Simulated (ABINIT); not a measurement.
An input for ABINIT 10.8.3 (PbO (Massicot)):

```
acell 3*1.0 Angstrom
rprim 
  5.893100000000 0.000000000000 0.000000000000
  0.000000000000 5.490400000000 0.000000000000
  0.000000000000 0.000000000000 4.752800000000
ntypat 2
znucl 82 8
natom 8
typat 1 1 1 1 2 2 2 2
xred 
  0.229700000000 0.988400000000 0.250000000000
  0.770300000000 0.011600000000 0.750000000000
  0.229700000000 0.511600000000 0.750000000000
  0.770300000000 0.488400000000 0.250000000000
  0.865300000000 0.091700000000 0.250000000000
  0.134700000000 0.908300000000 0.750000000000
  0.865300000000 0.408300000000 0.750000000000
  0.134700000000 0.591700000000 0.250000000000
pp_dirpath "pseudos"
pseudos "Pb.upf, O.upf"
ecut 42
ngkpt 2 2 2
nshiftk 1
shiftk 0 0 0
kptopt 1
chksymbreak 0
istwfk *1
occopt 1
irdwfk 1
optdriver 4
nband 107
gwcalctyp 0
ecutsigx 42
symsigma 1
nkptgw 3
kptgw 
  0.5000000000 0.0000000000 0.0000000000
  0.5000000000 0.5000000000 0.5000000000
  0.0000000000 0.0000000000 0.0000000000
bdgw 
  55 58
  53 60
  55 58
ecuteps 3.2
irdscr 1
ppmodel 1
zcut 0.01 eV
indata_prefix "in"
outdata_prefix "out"
tmpdata_prefix "tmp"
```

```sh
OMP_NUM_THREADS=1 mpirun -n 8 abinit run.abi > log
```

**Question.** Estimate wall time and host memory on 8 MPI ranks of Arm Neoverse N1, shared host.

It took 27 s; on shared hardware allow 14 s to 54 s. Peak host memory was 3.7 GiB.

[Paths, hosts, dates, memory and timing lines, banners, echoed tables and standing remarks are left out of the program output.]

[Logs are printed without paths, hosts, clocks, repeated set-up lines and the standing remarks that a program may print on its own settings, such as how far it seeks lower states.]

[Runs of the session that timed out or met a known fault of the program may be left out.]

[Hosts, paths, dates, database ids (printed as entryN), source tags and the programs' standing remarks are cut or masked in the printed files.]

[G0W0 gaps are taken among the corrected bands and points alone; a level outside them can change the order at an edge.]

[Where Ansatz stands beside ABINIT at settings called matched, ABINIT's density can come from a denser mesh and the files from another edition; pairs whose starting gaps differed by over 0.03 eV were left out, so agreement reads better than it is.]
